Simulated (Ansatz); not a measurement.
# A hypothetical structure for Na2RuCl4

Starting from a made-up structure for Na2RuCl4, the aim is the relaxed cell, its shortest contacts and, where a second run follows, its electronic structure.

Calculated with Ansatz 0.2.0; DFT, r2SCAN, plane-wave PAW, files of the set soft_1, scalar-relativistic, no spin, cell and ions relaxed at zero pressure; PAW set soft_1, in the first sound run; inputs show where later runs differ.

**1. Starting point**

The structure is tetragonal, space group I4/mmm (No. 139). The conventional cell has a = 4.656 Å, b = 4.656 Å, c = 14.991 Å, α = 90.00°, β = 90.00°, γ = 90.00°. Ru has 6 Cl at 2.30 to 2.33 Å nearest. Cl has 1 Ru at 2.30 Å and 5 Na at 3.01 to 3.29 Å nearest. Nearest to Cl lie 2 Ru at 2.33 Å and 4 Na at 3.19 Å. Na has 9 Cl at 3.01 to 3.29 Å nearest. Farther neighbours and most contacts between anions are not listed.

Coordinates:

```cif
data_structure
_symmetry_space_group_name_H-M 'I4/mmm'
_symmetry_Int_Tables_number 139
_cell_length_a 4.6560
_cell_length_b 4.6560
_cell_length_c 14.9910
_cell_angle_alpha 90.000
_cell_angle_beta 90.000
_cell_angle_gamma 90.000
_cell_volume 324.98
loop_
_atom_site_label
_atom_site_type_symbol
_atom_site_symmetry_multiplicity
_atom_site_Wyckoff_symbol
_atom_site_fract_x
_atom_site_fract_y
_atom_site_fract_z
_atom_site_occupancy
Ru1 Ru 2 a 0.00000 0.00000 0.00000 1
Cl1 Cl 4 e 0.00000 0.00000 0.15320 1
Cl2 Cl 4 c 0.00000 0.50000 0.00000 1
Na1 Na 4 e 0.50000 0.50000 0.14590 1
```

**2. Relaxation of the guess**

The guess takes its coordinates from another compound and its volume from a rule, so the cell and any free coordinates are relaxed together.

input.yaml reads:

```yaml
crystal:
  lattice:
    - [-2.328, 2.328, 7.4955]
    - [2.328, -2.328, 7.4955]
    - [2.328, 2.328, -7.4955]
  atoms:
    - { symbol: Ru, position: [0.0, 0.0, 0.0] }
    - { symbol: Cl, position: [0.1532, 0.1532, 0.0] }
    - { symbol: Cl, position: [0.8468, 0.8468, 0.0] }
    - { symbol: Cl, position: [0.5, 0.0, 0.5] }
    - { symbol: Cl, position: [0.0, 0.5, 0.5] }
    - { symbol: Na, position: [0.6459, 0.6459, 0.0] }
    - { symbol: Na, position: [0.3541, 0.3541, 0.0] }
kpoints:
  mp_grid: { grid: [8, 8, 8] }
scf:
  occupations: { method: fermi_dirac, width: 0.05 }
hamiltonian:
  xc: r2scan
  pseudopotentials: { kind: paw, azcp: { folder: soft_1 } }
relax:
  f_tol: 0.015
  max_steps: 70
  cell: {}
output:
  forces: true
  stress: true
```

Launch:

```bash
$ ansatz run input.yaml --threads 4 --pin off --max-ram 10240MiB --backend cpu --events-out ev --progress --plain --runs-dir out
```

Numbers of over 12 decimals in the logs are rounded to 6 here.

The program printed:

```text
basis.fft_grid_basis auto: the FFT boxes are laid along the combinations [[1, 0, 1], [0, 1, 1], [0, 0, 1]] of the cell's own vectors, 4.656, 4.656 and 8.187 Å long. The dense box has 36×36×60 points. Along the cell's own vectors, as sized, it would have 60×60×60, 2.78 times as many. Of the 16 symmetry operations that the crystal satisfies within crystal.symmetry.tolerance (time reversal apart; of a slab, those that k [...]
Engine: ansatz 0.2.0, x86_64-unknown-linux-gnu
Pseudopotentials: kind: paw
Pseudopotential: Ru, paw, valence charge 16, recommended cutoff 500 eV (meta_gga), soft_1/Ru.paw.azcp
Pseudopotential: Cl, paw, valence charge 7, recommended cutoff 500 eV (meta_gga), soft_1/Cl.paw.azcp
Pseudopotential: Na, paw, valence charge 9, recommended cutoff 500 eV (meta_gga), soft_1/Na.paw.azcp
Functional definition: r2SCAN
  parameter k0 = 0.174
  parameter k1 = 0.065
  parameter a1 = 4.9479
  exchange = r2scan_x(k0 = k0, k1 = k1, a1 = a1)
  correlation = r2scan_c
Crystal: 7 atoms, lattice volume = 162.490 Å³
Basis set: ecut = 500 eV, 4115 PW (Γ), FFT grids on a1+a3, a2+a3, a3, exchange–correlation on 144×144×240 points (64 copies of the dense FFT grid, shifted against one another)
Bands: 38, of which v1, the nominal top of the filled ones, is band 31 counted from 1 (30 counted from 0)
Symmetry: 16 space group operations
Space group: I4/mmm (ITA 139), of the structure as read, at distance tolerance 5.5e-5 Å
k-points: 59 of 512
Non-local potential: Ru, projectors of the file, l = 0: 3, l = 1: 2, l = 2: 2, l = 3: 1
Non-local potential: Cl, projectors of the file, l = 0: 2, l = 1: 2, l = 2: 1
Non-local potential: Na, projectors of the file, l = 0: 3, l = 1: 2, l = 2: 1
PAW form: soft (Blöchl's): semilocal exchange-correlation on the pseudo side does not see the compensation charge
PAW frozen core: Ru, regenerated for the run's functional (the file was generated under x = pbe(κ = 0.804, μ = 0.219515), c = pbe(β = 0.066725))
PAW frozen core: Cl, regenerated for the run's functional (the file was generated under x = pbe(κ = 0.804, μ = 0.219515), c = pbe(β = 0.066725))
PAW frozen core: Na, regenerated for the run's functional (the file was generated under x = pbe(κ = 0.804, μ = 0.219515), c = pbe(β = 0.066725))
PAW one-centre angular grid: Ru, 590 points (default); XC on 160 Gauss nodes
PAW one-centre angular grid: Cl, 302 points (default); XC on 160 Gauss nodes
PAW one-centre angular grid: Na, 302 points (default); XC on 317 of its mesh's 2451 points in the sphere
Initial density: superposition of atomic densities (chi_scale 0.1, normalization cell, long waves kept (reshape's long-wave potential 0.21 eV rms))
Initial wavefunctions: pseudopotential atomic-orbital guess
Functional: x = r2scan, c = r2scan; τ floored in thin density (d = 2e-4 eV/Å³)
SCF iter   1: F=—  HF=-13212.153735 eV  |F-HF|=—  |Δ(HF+E_count)|=         —  Δρ=7.32e-2  dr2=5.59e0  dr2_τ=1.82e-1  ethr=3.10e-3  ⟨swp⟩=7.2  Hψ=9761  notcnv=0  defer=18
preconditioner: auto → LDOS  [metal: Δε(μ)=0.011 eV  Ē_g=10.213 eV  σ=0.050 eV  W_gap=0.05  n_scr=32 (ndim 8)  ℏωp=18.0 eV  f_vac=0.050  D(μ)=3.65/eV (n_scr^D=24)  β→1.0]
SCF iter   2: F=—  HF=-13211.313258 eV  |F-HF|=—  |Δ(HF+E_count)|=   8.40e-1  Δρ=4.36e-2  dr2=1.73e0  dr2_τ=7.14e-2  ethr=3.10e-3  ⟨swp⟩=4.3  Hψ=6654  notcnv=0  defer=84
SCF iter   3: F=—  HF=-13210.381543 eV  |F-HF|=—  |Δ(HF+E_count)|=   9.32e-1  Δρ=8.23e-3  dr2=8.70e-2  dr2_τ=4.36e-3  ethr=2.80e-3  ⟨swp⟩=3.2  Hψ=4517  notcnv=0  defer=84
SCF iter   4: F=—  HF=-13210.371048 eV  |F-HF|=—  |Δ(HF+E_count)|=   1.05e-2  Δρ=2.66e-3  dr2=1.57e-2  dr2_τ=1.09e-3  ethr=1.40e-4  ⟨swp⟩=3.7  Hψ=4765  notcnv=0  defer=83
SCF iter   5: F=—  HF=-13210.367719 eV  |F-HF|=—  |Δ(HF+E_count)|=   3.33e-3  Δρ=9.97e-4  dr2=2.21e-3  dr2_τ=8.64e-5  ethr=2.53e-5  ⟨swp⟩=2.0  Hψ=3092  notcnv=0  defer=83
SCF iter   6: F=—  HF=-13210.367265 eV  |F-HF|=—  |Δ(HF+E_count)|=   4.54e-4  Δρ=2.65e-4  dr2=1.61e-4  dr2_τ=1.19e-5  ethr=3.57e-6  ⟨swp⟩=3.0  Hψ=4137  notcnv=0  defer=83
SCF iter   7: F=—  HF=-13210.367226 eV  |F-HF|=—  |Δ(HF+E_count)|=   3.94e-5  Δρ=6.19e-5  dr2=4.72e-6  dr2_τ=7.42e-7  ethr=2.59e-7  ⟨swp⟩=3.0  Hψ=4110  notcnv=0  defer=83
SCF iter   8: F=—  HF=-13210.367257 eV  |F-HF|=—  |Δ(HF+E_count)|=   3.10e-5  Δρ=2.16e-5  dr2=8.62e-7  dr2_τ=6.15e-8  ethr=7.61e-9  ⟨swp⟩=2.0  Hψ=3613  notcnv=0  defer=83
SCF iter   9: F=-13210.367256 eV  HF=-13210.367256 eV  |F-HF|=5.33e-9  |Δ(HF+E_count)|=   1.14e-7  Δρ=6.37e-6  dr2=2.51e-8  dr2_τ=2.99e-9  ethr=1.61e-10  ⟨swp⟩=4.0  Hψ=9815  notcnv=0
SCF 1 converged in 9 iterations: F = -13210.367256 eV  dr2 = 2.51e-8
  greatest PAW one-centre occupation: 1.002 electrons in one spin orbital (limit 2), on the Na atom at site 6 (counted from 0), in its partial waves of l = 0
relax step   1: F+E_penalty+E_count = -13210.36725647 eV  Δ(F+E_penalty+E_count) = +0.000e0 eV  max|allowed force component| = 1.743e0 eV/Å  Δτ_max = 0.0000 Å  P = +3.493 GPa  Ω = 162.490 Å³  (9 SCF iters, dr2 threshold 1.00e-7 eV, accepted)
Crystal: 7 atoms, lattice volume = 164.493 Å³
Basis set: ecut = 500 eV, 4203 PW (Γ), FFT grids on a1+a3, a2+a3, a3, exchange–correlation on 144×144×240 points (64 copies of the dense FFT grid, shifted against one another)
Initial density: handed on by an earlier stage of this run
Initial wavefunctions: those handed on with the density
iter 1 solved again at ethr=1.98e-4 eV; its pass at ethr=3.10e-3 eV (dr2=1.23e-1 eV) is discarded
SCF iter   1: F=—  HF=-13210.946774 eV  |F-HF|=—  |Δ(HF+E_count)|=         —  Δρ=1.23e-2  dr2=1.24e-1  dr2_τ=7.89e-1  ethr=1.98e-4  ⟨swp⟩=2.7  Hψ=13156  notcnv=0
preconditioner: auto → LDOS  [metal: Δε(μ)=0.050 eV  Ē_g=10.951 eV  σ=0.050 eV  W_gap=0.24  n_scr=32 (ndim 8)  ℏωp=17.8 eV  f_vac=0.145  D(μ)=2.33/eV (n_scr^D=10)  β→1.0]
SCF iter   2: F=—  HF=-13210.741428 eV  |F-HF|=—  |Δ(HF+E_count)|=   2.05e-1  Δρ=2.45e-3  dr2=9.13e-3  dr2_τ=4.83e-4  ethr=1.98e-4  ⟨swp⟩=4.0  Hψ=4954  notcnv=0
SCF iter   3: F=—  HF=-13210.739945 eV  |F-HF|=—  |Δ(HF+E_count)|=   1.48e-3  Δρ=9.94e-4  dr2=1.56e-3  dr2_τ=1.29e-4  ethr=1.47e-5  ⟨swp⟩=2.0  Hψ=4126  notcnv=0
SCF iter   4: F=—  HF=-13210.739481 eV  |F-HF|=—  |Δ(HF+E_count)|=   4.63e-4  Δρ=2.48e-4  dr2=1.25e-4  dr2_τ=1.09e-5  ethr=2.51e-6  ⟨swp⟩=3.0  Hψ=4891  notcnv=0
SCF iter   5: F=—  HF=-13210.739505 eV  |F-HF|=—  |Δ(HF+E_count)|=   2.42e-5  Δρ=1.15e-4  dr2=2.63e-5  dr2_τ=5.80e-7  ethr=2.02e-7  ⟨swp⟩=2.2  Hψ=3069  notcnv=0
SCF iter   6: F=—  HF=-13210.739500 eV  |F-HF|=—  |Δ(HF+E_count)|=   4.83e-6  Δρ=2.98e-5  dr2=2.39e-6  dr2_τ=8.29e-8  ethr=4.24e-8  ⟨swp⟩=2.3  Hψ=3404  notcnv=0
SCF iter   7: F=-13210.739500 eV  HF=-13210.739500 eV  |F-HF|=1.06e-7  |Δ(HF+E_count)|=   3.31e-7  Δρ=9.11e-6  dr2=1.43e-7  dr2_τ=1.21e-8  ethr=1.13e-9  ⟨swp⟩=5.0  Hψ=8216  notcnv=0
SCF 2 converged in 7 iterations: F = -13210.739500 eV  dr2 = 1.43e-7
relax step   2: F+E_penalty+E_count = -13210.73950004 eV  Δ(F+E_penalty+E_count) = -3.722e-1 eV  max|allowed force component| = 3.235e-1 eV/Å  Δτ_max = 0.1651 Å  P = +0.374 GPa  Ω = 164.493 Å³  energy of the carried Pulay correction = -1.862e-4 eV  (7 SCF iters, dr2 threshold 7.00e-7 eV, accepted)
Crystal: 7 atoms, lattice volume = 162.788 Å³
Basis set: ecut = 500 eV, 4179 PW (Γ), FFT grids on a1+a3, a2+a3, a3, exchange–correlation on 144×144×240 points (64 copies of the dense FFT grid, shifted against one another)
iter 1 solved again at ethr=1.34e-5 eV; its pass at ethr=3.10e-3 eV (dr2=8.30e-3 eV) is discarded
SCF iter   1: F=—  HF=-13210.841490 eV  |F-HF|=—  |Δ(HF+E_count)|=         —  Δρ=3.79e-3  dr2=8.74e-3  dr2_τ=1.14e-1  ethr=1.34e-5  ⟨swp⟩=2.5  Hψ=13763  notcnv=0
preconditioner: auto → LDOS  [metal: Δε(μ)=0.048 eV  Ē_g=11.044 eV  σ=0.050 eV  W_gap=0.24  n_scr=32 (ndim 8)  ℏωp=17.9 eV  f_vac=0.129  D(μ)=2.41/eV (n_scr^D=10)  β→1.0]
SCF iter   2: F=—  HF=-13210.790304 eV  |F-HF|=—  |Δ(HF+E_count)|=   5.12e-2  Δρ=1.77e-3  dr2=2.69e-3  dr2_τ=2.30e-4  ethr=1.34e-5  ⟨swp⟩=3.1  Hψ=4713  notcnv=0
SCF iter   3: F=—  HF=-13210.789665 eV  |F-HF|=—  |Δ(HF+E_count)|=   6.38e-4  Δρ=3.49e-4  dr2=1.06e-4  dr2_τ=1.75e-5  ethr=4.34e-6  ⟨swp⟩=2.0  Hψ=4067  notcnv=0
SCF iter   4: F=—  HF=-13210.789723 eV  |F-HF|=—  |Δ(HF+E_count)|=   5.77e-5  Δρ=9.20e-5  dr2=2.16e-5  dr2_τ=4.39e-7  ethr=1.71e-7  ⟨swp⟩=2.0  Hψ=3741  notcnv=0
SCF iter   5: F=—  HF=-13210.789719 eV  |F-HF|=—  |Δ(HF+E_count)|=   3.45e-6  Δρ=3.88e-5  dr2=3.10e-6  dr2_τ=3.11e-7  ethr=3.48e-8  ⟨swp⟩=2.0  Hψ=3123  notcnv=0
SCF iter   6: F=-13210.789718 eV  HF=-13210.789719 eV  |F-HF|=3.65e-7  |Δ(HF+E_count)|=   7.53e-7  Δρ=1.26e-5  dr2=4.69e-7  dr2_τ=2.43e-8  ethr=1.13e-9  ⟨swp⟩=5.0  Hψ=8395  notcnv=0
SCF 3 converged in 6 iterations: F = -13210.789718 eV  dr2 = 4.69e-7
relax step   3: F+E_penalty+E_count = -13210.78971837 eV  Δ(F+E_penalty+E_count) = -5.022e-2 eV  max|allowed force component| = 3.492e-2 eV/Å  Δτ_max = 0.0766 Å  P = -0.015 GPa  Ω = 162.788 Å³  energy of the carried Pulay correction = -2.787e-5 eV  (6 SCF iters, dr2 threshold 7.00e-7 eV, accepted)
Crystal: 7 atoms, lattice volume = 162.679 Å³
Basis set: ecut = 500 eV, 4169 PW (Γ), FFT grids on a1+a3, a2+a3, a3, exchange–correlation on 144×144×240 points (64 copies of the dense FFT grid, shifted against one another)
iter 1 solved again at ethr=3.66e-6 eV; its pass at ethr=3.10e-3 eV (dr2=2.27e-3 eV) is discarded
SCF iter   1: F=—  HF=-13210.788775 eV  |F-HF|=—  |Δ(HF+E_count)|=         —  Δρ=1.76e-3  dr2=2.14e-3  dr2_τ=9.64e-3  ethr=3.66e-6  ⟨swp⟩=2.2  Hψ=12926  notcnv=0
preconditioner: auto → LDOS  [metal: Δε(μ)=0.205 eV  Ē_g=11.055 eV  σ=0.050 eV  W_gap=0.49  n_scr=32 (ndim 8)  ℏωp=17.9 eV  f_vac=0.129  D(μ)=2.50/eV (n_scr^D=10)  β→1.0]
SCF iter   2: F=—  HF=-13210.795797 eV  |F-HF|=—  |Δ(HF+E_count)|=   7.02e-3  Δρ=1.18e-3  dr2=1.13e-3  dr2_τ=1.02e-4  ethr=3.45e-6  ⟨swp⟩=2.0  Hψ=4484  notcnv=0
SCF iter   3: F=—  HF=-13210.795463 eV  |F-HF|=—  |Δ(HF+E_count)|=   3.34e-4  Δρ=1.72e-4  dr2=2.65e-5  dr2_τ=2.69e-6  ethr=1.81e-6  ⟨swp⟩=2.2  Hψ=3583  notcnv=0
SCF iter   4: F=—  HF=-13210.795507 eV  |F-HF|=—  |Δ(HF+E_count)|=   4.33e-5  Δρ=4.24e-5  dr2=3.44e-6  dr2_τ=2.28e-7  ethr=4.28e-8  ⟨swp⟩=2.0  Hψ=3841  notcnv=0
SCF iter   5: F=—  HF=-13210.795506 eV  |F-HF|=—  |Δ(HF+E_count)|=   6.43e-7  Δρ=1.77e-5  dr2=7.01e-7  dr2_τ=2.63e-8  ethr=1.13e-9  ⟨swp⟩=5.0  Hψ=8167  notcnv=0
SCF iter   6: F=-13210.795506 eV  HF=-13210.795506 eV  |F-HF|=7.25e-8  |Δ(HF+E_count)|=   1.56e-7  Δρ=6.05e-6  dr2=9.71e-8  dr2_τ=5.41e-9  ethr=1.13e-9  ⟨swp⟩=5.0  Hψ=7730  notcnv=0
SCF 4 converged in 6 iterations: F = -13210.795506 eV  dr2 = 9.71e-8
relax step   4: F+E_penalty+E_count = -13210.79550565 eV  Δ(F+E_penalty+E_count) = -5.787e-3 eV  max|allowed force component| = 4.683e-2 eV/Å  Δτ_max = 0.0164 Å  P = -0.098 GPa  Ω = 162.679 Å³  energy of the carried Pulay correction = -1.767e-5 eV  (6 SCF iters, dr2 threshold 7.00e-7 eV, accepted)
Crystal: 7 atoms, lattice volume = 161.941 Å³
Basis set: ecut = 500 eV, 4153 PW (Γ), FFT grids on a1+a3, a2+a3, a3, exchange–correlation on 144×144×240 points (64 copies of the dense FFT grid, shifted against one another)
iter 1 solved again at ethr=2.78e-7 eV; its pass at ethr=3.10e-3 eV (dr2=1.72e-4 eV) is discarded
SCF iter   1: F=—  HF=-13210.795103 eV  |F-HF|=—  |Δ(HF+E_count)|=         —  Δρ=3.33e-4  dr2=1.26e-4  dr2_τ=1.53e-3  ethr=2.78e-7  ⟨swp⟩=3.5  Hψ=11368  notcnv=0
automatic band count: iteration 1 solves 37 bands in place of 38: the levels show a gap, and the empty bands left out lie too high to hold charge; the band table lists the bands solved (type scf.n_extra_bands for more)
preconditioner: auto → LDOS  [insulator: Δε(μ)=0.202 eV  Ē_g=10.692 eV  σ=0.050 eV  W_gap=0.55  n_scr=32 (ndim 8)  ℏωp=18.0 eV  f_vac=0.127  D(μ)=2.64/eV (n_scr^D=10)  ε∞_Penn≈3.8  β→1.0]
SCF iter   2: F=—  HF=-13210.796133 eV  |F-HF|=—  |Δ(HF+E_count)|=   1.03e-3  Δρ=1.61e-4  dr2=2.55e-5  dr2_τ=2.03e-6  ethr=2.04e-7  ⟨swp⟩=2.0  Hψ=4351  notcnv=0
SCF iter   3: F=—  HF=-13210.796127 eV  |F-HF|=—  |Δ(HF+E_count)|=   6.18e-6  Δρ=4.11e-5  dr2=2.33e-6  dr2_τ=1.95e-7  ethr=4.11e-8  ⟨swp⟩=2.0  Hψ=3952  notcnv=0
SCF iter   4: F=—  HF=-13210.796127 eV  |F-HF|=—  |Δ(HF+E_count)|=   8.55e-8  Δρ=1.15e-5  dr2=2.34e-7  dr2_τ=2.01e-8  ethr=3.76e-9  ⟨swp⟩=2.0  Hψ=3653  notcnv=0
SCF iter   5: F=-13210.796127 eV  HF=-13210.796127 eV  |F-HF|=1.18e-8  |Δ(HF+E_count)|=   5.02e-8  Δρ=3.60e-6  dr2=1.66e-8  dr2_τ=3.85e-9  ethr=2.21e-10  ⟨swp⟩=5.0  Hψ=8325  notcnv=0
SCF 5 converged in 5 iterations: F = -13210.796127 eV  dr2 = 1.66e-8
relax step   5: F+E_penalty+E_count = -13210.79612661 eV  Δ(F+E_penalty+E_count) = -6.210e-4 eV  max|allowed force component| = 5.135e-3 eV/Å  Δτ_max = 0.0080 Å  P = +0.019 GPa  Ω = 161.941 Å³  energy of the carried Pulay correction = +5.143e-5 eV  (5 SCF iters, dr2 threshold 1.37e-7 eV, accepted)
Initial wavefunctions: pseudopotential atomic-orbital guess (no wavefunctions were taken with the density)
iter 1 solved again at ethr=4.08e-7 eV; its pass at ethr=3.10e-3 eV (dr2=2.53e-4 eV) is discarded
SCF iter   1: F=—  HF=-13210.793513 eV  |F-HF|=—  |Δ(HF+E_count)|=         —  Δρ=3.71e-4  dr2=5.54e-6  dr2_τ=5.08e-6  ethr=4.08e-7  ⟨swp⟩=3.5  Hψ=16457  notcnv=0
preconditioner: auto → LDOS  [insulator: Δε(μ)=0.204 eV  Ē_g=11.079 eV  σ=0.050 eV  W_gap=0.55  n_scr=32 (ndim 8)  ℏωp=18.0 eV  f_vac=0.128  D(μ)=2.63/eV (n_scr^D=10)  ε∞_Penn≈3.6  β→1.0]
SCF iter   2: F=—  HF=-13210.796376 eV  |F-HF|=—  |Δ(HF+E_count)|=   2.86e-3  Δρ=3.36e-5  dr2=2.29e-6  dr2_τ=1.41e-7  ethr=8.94e-9  ⟨swp⟩=2.1  Hψ=4049  notcnv=0
SCF iter   3: F=—  HF=-13210.796375 eV  |F-HF|=—  |Δ(HF+E_count)|=   1.30e-6  Δρ=1.41e-5  dr2=1.35e-7  dr2_τ=1.42e-7  ethr=3.70e-9  ⟨swp⟩=2.0  Hψ=3219  notcnv=0
SCF iter   4: F=—  HF=-13210.796376 eV  |F-HF|=—  |Δ(HF+E_count)|=   7.84e-7  Δρ=2.72e-6  dr2=1.41e-8  dr2_τ=3.64e-9  ethr=2.17e-10  ⟨swp⟩=2.0  Hψ=3277  notcnv=0
SCF iter   5: F=—  HF=-13210.796376 eV  |F-HF|=—  |Δ(HF+E_count)|=   1.69e-8  Δρ=1.21e-6  dr2=2.64e-9  dr2_τ=2.19e-10  ethr=2.27e-11  ⟨swp⟩=2.1  Hψ=3208  notcnv=0
SCF iter   6: F=—  HF=-13210.796376 eV  |F-HF|=—  |Δ(HF+E_count)|=  2.55e-11  Δρ=3.91e-7  dr2=3.98e-10  dr2_τ=2.27e-11  ethr=4.26e-12  ⟨swp⟩=2.0  Hψ=3424  notcnv=0
SCF iter   7: F=-13210.796376 eV  HF=-13210.796376 eV  |F-HF|=3.46e-11  |Δ(HF+E_count)|=  3.82e-11  Δρ=1.17e-7  dr2=3.27e-11  dr2_τ=1.05e-12  ethr=1.00e-12  ⟨swp⟩=5.0  Hψ=8480  notcnv=0
SCF 6 converged in 7 iterations: F = -13210.796376 eV  dr2 = 3.27e-11
relax step   6: F+E_penalty+E_count = -13210.79637597 eV  Δ(F+E_penalty+E_count) = -2.494e-4 eV  max|allowed force component| = 5.120e-3 eV/Å  Δτ_max = 0.0000 Å  P = +0.020 GPa  Ω = 161.941 Å³  stress off target by 2.15e-2 GPa  SCF on the basis re-selected at this cell (its energy is not comparable with the rows above)  (7 SCF iters)
basis re-selected at this cell: Δ(F+E_penalty+E_count) = -2.494e-4 eV, ΔP = +0.001 GPa vs the last step (what re-selecting the basis moved, of the pressure what is left beyond the Pulay correction that the steps carried, after the strain that the cell walked since its last selection, with what the two solves' SCF thresholds leave and, on support functions, any second-order correction that the steps lacked; it is no m [...]
SCF converged after 7 iterations
Free energy (F): -13210.796376 eV
Harris-Foulkes:  -13210.796376 eV  (|F-HF|=3.46e-11)
Internal energy: -13210.773218 eV  (E = F + TS)
E sigma→0 (E₀):  -13210.784797 eV
Entropy (-TS):   -0.023157 eV (-3.308 meV/atom)
Fermi energy:    4.853373 eV
--- Per-component energies (eV) ---
  E_band       = -866.251992
  E_kinetic    = 1301.253568
  E_local      = -6938.112005  (includes V_loc(G=0)·N_el)
  E_nonlocal   = 1102.495776
  E_hartree    = 2501.226297
  E_xc         = -647.445265
  E_vxc        = -853.481445  (∫ρ·V_xc dr)
  E_paw        = -6788.316502  (= ΣΔE_a)
  E_vpaw       = -533.451140  (= ΣTr[D̂ρ^β])
  E_aug_tail   = 0.000651  (compensation charges beyond the density's cutoff)
  E_vtau       = 52.589784  (kinetic-family band-sum trace: ∫τ·v_τ [+ j·A + Jᵃ·Aᵃ] dr)
  E_ewald      = -3740.966626
  E_core_change = -0.909113  (= ΣΔE_core)
  E_smearing   = -0.023157  (= −TS)
  E_closure    = 0.000000  (closes the sum)
  Σ components = -13210.796376   (vs F -13210.796376, Δ=0.00e0)
--- Forces (eV/Å), atoms counted from 1 ---
  atom   1  Ru     0.00000000     0.00000000     0.00000000
  atom   2  Cl     0.00000000     0.00000000     0.00511978
  atom   3  Cl     0.00000000    -0.00000000    -0.00511978
  atom   4  Cl     0.00000000     0.00000000     0.00000000
  atom   5  Cl    -0.00000000     0.00000000     0.00000000
  atom   6  Na     0.00000000     0.00000000    -0.00185998
  atom   7  Na    -0.00000000     0.00000000     0.00185998
  max |Σ_I F_I| component: 3.47e-18 eV/Å
--- Stress (GPa, compression-positive) ---
        0.021481      -0.000000       0.000000
       -0.000000       0.021481      -0.000000
        0.000000      -0.000000       0.017501
  P = ⅓ Tr σ = 0.0202 GPa (0.202 kbar)
--- Relaxed structure (5 steps of the walk, 5 accepted, 1 SCFs on fresh bases) ---
  F+E_penalty+E_count = -13210.79637597 eV   max|allowed force component| = 5.120e-3 eV/Å   (the final SCF, on the basis selected at the relaxed cell)
  cell:  # Å, volume = 161.9408 Å³
    - [-2.397032, 2.397032, 7.046094]
    - [2.397032, -2.397032, 7.046094]
    - [2.397032, 2.397032, -7.046094]
  atoms:
    - { symbol: Ru, position: [2.97559703132189e-19, 2.975597031321897e-19, 0] }
    - { symbol: Cl, position: [0.170957, 0.170957, 0] }
    - { symbol: Cl, position: [0.829043, 0.829043, 0] }
    - { symbol: Cl, position: [0.5, 2.9755970313218994e-19, 0.5] }
    - { symbol: Cl, position: [2.9755970313218912e-19, 0.5, 0.5] }
    - { symbol: Na, position: [0.637436, 0.637436, 0] }
    - { symbol: Na, position: [0.362564, 0.362564, 0] }
```

The job ended after 26 s (4 threads of Intel Xeon 6975P-C (Granite Rapids), shared host; peak memory 1.1 GiB).

This run has no spin polarisation, although Ru can carry a moment.

(Continued in part 2 of 2.)

[Logs are printed without paths, hosts, clocks, repeated set-up lines and the standing remarks that a program may print on its own settings, such as how far it seeks lower states.]

[Hosts, paths, dates, database ids (printed as entryN), source tags and the programs' standing remarks are cut or masked in the printed files.]
